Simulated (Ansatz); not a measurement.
# Lattice dynamics of (BaO)1(NaCl)2 [001] superlattice, started as rocksalt type, part 2 of 2

Task: relax (BaO)1(NaCl)2 [001] superlattice, started as rocksalt type, then find its harmonic phonons.

Ansatz 0.2.0; DFT PBEsol, scalar-relativistic, plane waves, PAW.

So far. Step 4 (Relaxing to small forces for the phonons): The largest force component left is 0.32 meV/Å and the pressure is 0.001 GPa, within the tolerances set. The cell now holds 21.35 Å³/atom. The relaxed cell has a = 3.848, c = 17.301 Å (conventional setting).

The structure was built from a prototype and need not be the compound's stable phase.

## (5) Linear response at the zone centre

The zone centre is the only wavevector solved here; it holds the modes that light can see, as far as symmetry allows. The response to a homogeneous field gives the Born charges and the dielectric tensor, and its change with displacement the Raman tensors.

input.yaml

```yaml
crystal:
  lattice:
    - [2.721034361, 2.721034361, 0.0]
    - [-2.721034361, 2.721034361, 0.0]
    - [2.721034361, 0.0, 8.6504165638]
  atoms:
    - { symbol: Ba, position: [0.0, 0.0, 0.0] }
    - { symbol: Cl, position: [0.8239237532, 0.1760762468, 0.3521524937] }
    - { symbol: Cl, position: [0.1760762468, 0.8239237532, 0.6478475063] }
    - { symbol: Na, position: [0.3465416553, 0.6534583447, 0.3069166895] }
    - { symbol: Na, position: [0.6534583447, 0.3465416553, 0.6930833105] }
    - { symbol: O, position: [0.5, 0.5, 0.0] }
kpoints:
  mp_grid: { grid: [8, 8, 8] }
hamiltonian:
  xc: pbesol
scf:
  occupations: { method: fixed }
output:
  eigenvalues: true
phonons:
  method: dfpt
  dielectric: true
  rigid_motions: translations
  raman: true
```

Run with:

```bash
> ansatz run input.yaml --threads 8 --pin off --max-ram 14336MiB --backend cpu --events-out ev --progress --plain --runs-dir out
```

The job ended after 12 min (8 threads of Arm Neoverse V1, shared host; peak memory 4.5 GiB).

Numbers from this step:

* sum-rule residual before enforcement: 3.50e-4 eV/Å²
* miss of the charge sum rule: 0.006061 e
* estimated error of the dielectric tensor: 0.009047
* estimated error of the Born charges: 0.01225 e
* point group: 4/mmm
* highest optical mode at the zone centre (no LO-TO term): 214 cm⁻¹
* lowest optical zone-centre mode: 38.85 cm⁻¹
* mean high-frequency dielectric constant: 3.193
* largest Born charge (third of the trace): 2.564 e
* mean static dielectric constant: 40.95
* top of the zone-centre spectrum with the field: 338.7 cm⁻¹

Without the LO-TO term. Patterns of degenerate modes are one choice out of their space. Modes at Γ, with each element's share of the kinetic energy:

```csv
mode,frequency (cm⁻¹),symmetry,Ba %,Cl %,Na %,O %
1,0.0,acoustic,51,26,17,6
2,0.0,acoustic,51,26,17,6
3,0.0,acoustic,51,26,17,6
4,38.9,A2u,4,2,67,28
5,54.9,Eu,49,33,14,4
6,54.9,Eu,49,33,14,4
7,81.2,Eg,0,63,37,0
8,81.2,Eg,0,63,37,0
9,123.0,A1g,0,8,92,0
10,129.4,Eu,0,10,1,89
11,129.4,Eu,0,10,1,89
12,163.0,A2u,34,66,0,0
13,200.6,not assigned,0,92,8,0
14,200.7,not assigned,0,31,68,1
15,200.7,not assigned,0,31,68,1
16,202.9,Eg,0,37,63,0
17,202.9,Eg,0,37,63,0
18,214.0,A2u,11,6,16,67
```

Displacements in mode 4 (38.9 cm⁻¹), the largest set to 1:
```
Ba1  0.00  0.00 -0.12
Cl2  0.00  0.00 -0.13
Cl3  0.00  0.00 -0.13
Na4  0.00  0.00  0.92
Na5  0.00  0.00  0.92
O6   0.00  0.00 -1.00
```

Displacements in mode 18 (214.0 cm⁻¹), the largest set to 1:
```
Ba1  0.00  0.00 -0.14
Cl2  0.00  0.00 -0.14
Cl3  0.00  0.00 -0.14
Na4  0.00  0.00  0.29
Na5  0.00  0.00  0.29
O6   0.00  0.00  1.00
```

Optical modes at the zone centre, without and with the macroscopic field of the longitudinal modes; each column is sorted by frequency, so a row need not hold one and the same mode. Modes with and without the field, by row:

| rank among optical modes | no field (cm⁻¹) | q along (1, 0, 0) (cm⁻¹) | q along (0, 0, 1) (cm⁻¹) |
| --- | --- | --- | --- |
| 1 | 38.9 | 38.9 | 54.9 |
| 2 | 54.9 | 54.9 | 54.9 |
| 3 | 54.9 | 71.4 | 81.2 |
| 4 | 81.2 | 81.2 | 81.2 |
| 5 | 81.2 | 81.2 | 117.4 |
| 6 | 123 | 123 | 123 |
| 7 | 129.4 | 129.4 | 129.4 |
| 8 | 129.4 | 163 | 129.4 |
| 9 | 163 | 177.2 | 200.6 |
| 10 | 200.6 | 200.6 | 200.7 |
| 11 | 200.7 | 200.7 | 200.7 |
| 12 | 200.7 | 202.9 | 202.9 |
| 13 | 202.9 | 202.9 | 202.9 |
| 14 | 202.9 | 214 | 205.1 |
| 15 | 214 | 338.7 | 256.7 |

Born charge (rows field, columns displacement) (e), principal values of the symmetric part by kind of site:

```
atom  atoms with these values    low  middle   high   mean
 Ba1                        1   1.97    2.86   2.86   2.56
 Cl2                        2  -1.36   -1.04  -1.04  -1.15
 Na4                        2   1.09    1.09   1.12   1.10
  O6                        1  -2.97   -2.97  -1.49  -2.47
```

In full for Na4:

```
1.09 0.00 0.00
0.00 1.09 0.00
0.00 0.00 1.12
```

High-frequency dielectric tensor:

```
3.26 0.00 0.00
0.00 3.26 0.00
0.00 0.00 3.06
```

Static dielectric tensor (ions relaxed, fixed cell):

```
29.55  0.00  0.00
 0.00 29.55  0.00
 0.00  0.00 63.77
```

Transverse modes. Infrared lines, with heights relative to the strongest:

```
position (cm⁻¹)  lines merged  relative intensity
             39             1                  26
             55             1                  25
             81             1                 0.0
            123             1                 0.0
            129             1                 100
            163             1                  15
            201             2                  51
            203             1                 0.0
            214             1                 2.6
```

Activity x (w_L - w)^4 (n + 1)/w, 532 nm, 300 K; modes without the macroscopic field alone. Raman lines, with heights relative to the strongest:

| position (cm⁻¹) | lines merged | relative intensity |
| --- | --- | --- |
| 39 | 1 | 0.0 |
| 55 | 1 | 0.0 |
| 81 | 1 | 100 |
| 123 | 1 | 74 |
| 129 | 1 | 0.0 |
| 163 | 1 | 0.0 |
| 201 | 2 | 27 |
| 203 | 1 | 39 |
| 214 | 1 | 0.0 |

Before it was imposed, the acoustic sum rule was missed by 3.5e-4 eV/Å² and the charge sum rule by 0.0061 e. Small misses are needed for a sound result but don't prove that mesh and cutoff are converged. The lowest optical mode is real, 38.9 cm⁻¹.

## (6) Another isotope, element Ba, natural mass 137.327 amu

An isotope changes the mass and not the force constants, so no new electronic calculation is needed; the shifts show which modes move this element.

The same force constants with the mass of Ba changed from 137.327 to 133.905 u (phonopy, no LO-TO term). Both lists are sorted by frequency; levels can cross, so a row need not hold one and the same mode. Modes under 3 cm⁻¹ are left out. Isotope shifts, by row:

```
    q  rank  natural mass (cm⁻¹)  changed mass (cm⁻¹)
0 0 0     4                38.85                38.87
0 0 0     5                54.85                55.19
0 0 0     6                54.85                55.19
0 0 0     7                81.21                81.21
0 0 0     8                81.21                81.21
0 0 0     9                  123                  123
0 0 0    10                129.4                129.4
0 0 0    11                129.4                129.4
0 0 0    12                  163                163.7
0 0 0    13                200.6                200.6
0 0 0    14                200.7                200.7
0 0 0    15                200.7                200.7
0 0 0    16                202.9                202.9
0 0 0    17                202.9                202.9
0 0 0    18                  214                214.3
```

A mode of this element alone would shift by +1.27 %. The highest zone-centre frequency without the field goes from 214.0 to 214.3 cm⁻¹ (+0.1 %). The product of the frequency ratios over all optical modes at Γ is 1.019; the product rule, (m/m′)^(3k/2) (M′/M)^(3/2) with k = 1 such atoms and M the mass of the cell, gives 1.019.

## (7) Another isotope, element Cl, natural mass 35.45 amu

The same for Cl, from 35.45 to 36.97 u.

The same force constants with the mass of Cl changed from 35.450 to 36.966 u (phonopy, no LO-TO term). Both lists are sorted by frequency; levels can cross, so a row need not hold one and the same mode. Modes under 3 cm⁻¹ are left out. Isotope shifts, by row:

```csv
q,rank,natural mass (cm⁻¹),changed mass (cm⁻¹)
0 0 0,4,38.85,38.84
0 0 0,5,54.85,54.46
0 0 0,6,54.85,54.46
0 0 0,7,81.21,80.14
0 0 0,8,81.21,80.14
0 0 0,9,123,122.8
0 0 0,10,129.4,129.1
0 0 0,11,129.4,129.1
0 0 0,12,163,160.7
0 0 0,13,200.6,196.8
0 0 0,14,200.7,199.4
0 0 0,15,200.7,199.4
0 0 0,16,202.9,201.3
0 0 0,17,202.9,201.3
0 0 0,18,214,213.8
```

A mode of this element alone would shift by -2.07 %. The highest zone-centre frequency without the field goes from 214.0 to 213.8 cm⁻¹ (-0.1 %). The product of the frequency ratios over all optical modes at Γ is 0.897; the product rule, (m/m′)^(3k/2) (M′/M)^(3/2) with k = 2 such atoms and M the mass of the cell, gives 0.897.

## (8) Another isotope, element O, natural mass 15.999 amu

The same for O, from 16.00 to 18.00 u.

The same force constants with the mass of O changed from 15.999 to 17.999 u (phonopy, no LO-TO term). Both lists are sorted by frequency; levels can cross, so a row need not hold one and the same mode. Modes under 3 cm⁻¹ are left out. Isotope shifts, by row:

```
    q  rank  natural mass (cm⁻¹)  changed mass (cm⁻¹)
0 0 0     4                38.85                 38.2
0 0 0     5                54.85                54.72
0 0 0     6                54.85                54.72
0 0 0     7                81.21                81.21
0 0 0     8                81.21                81.21
0 0 0     9                  123                122.8
0 0 0    10                129.4                122.8
0 0 0    11                129.4                  123
0 0 0    12                  163                  163
0 0 0    13                200.6                200.5
0 0 0    14                200.7                200.5
0 0 0    15                200.7                200.6
0 0 0    16                202.9                202.9
0 0 0    17                202.9                202.9
0 0 0    18                  214                205.9
```

A mode of this element alone would shift by -5.72 %. The highest zone-centre frequency without the field goes from 214.0 to 205.9 cm⁻¹ (-3.8 %). The product of the frequency ratios over all optical modes at Γ is 0.847; the product rule, (m/m′)^(3k/2) (M′/M)^(3/2) with k = 1 such atoms and M the mass of the cell, gives 0.847.

## (9) Summary of results

| Item | Value |
| --- | --- |
| space group after relaxation (within 0.01 Å) | I4/mmm |
| volume per atom | 21.3 Å³ |
| gap on the k-mesh | 2.57 eV |
| highest optical mode at the zone centre (no LO-TO term) | 214 cm⁻¹ |
| top of the zone-centre spectrum with the field | 339 cm⁻¹ |
| lowest optical zone-centre mode | 38.9 cm⁻¹ |
| mean high-frequency dielectric constant | 3.19 |
| mean static dielectric constant | 41.0 |
| largest Born charge (third of the trace) | 2.56 e |
| imaginary modes at Γ (the only wavevector solved) | none |

In words: The structure is stable against zone-centre distortions, since no mode there is imaginary; other wavevectors were not solved, so zone-boundary instabilities are untested. Without the field, the optical modes at Γ span 39 to 214 cm⁻¹. No dispersion was computed. The highest mode in this list at Γ, 214.0 cm⁻¹, has its largest share on O (67 % of the kinetic energy). With the macroscopic field of the longitudinal modes the top of the zone-centre spectrum lies at 339 cm⁻¹, against 214 cm⁻¹ without it. Lattice motion raises the mean dielectric constant from 3.193 to 40.95. The strongest infrared line is at 129 cm⁻¹. Averaged over orientations, the strongest Raman line at 532 nm and 300 K is at 81 cm⁻¹. Spin-orbit coupling is left out, which can matter for the heavy elements here. The starting cell was built on a prototype and not taken from a measurement, so the phase need not exist. These are harmonic frequencies at zero temperature: anharmonic shifts, linewidths and thermal expansion are left out.

[Logs are printed without paths, hosts, clocks, repeated set-up lines and the standing remarks that a program may print on its own settings, such as how far it seeks lower states.]

[Hosts, paths, dates, database ids (printed as entryN), source tags and the programs' standing remarks are cut or masked in the printed files.]
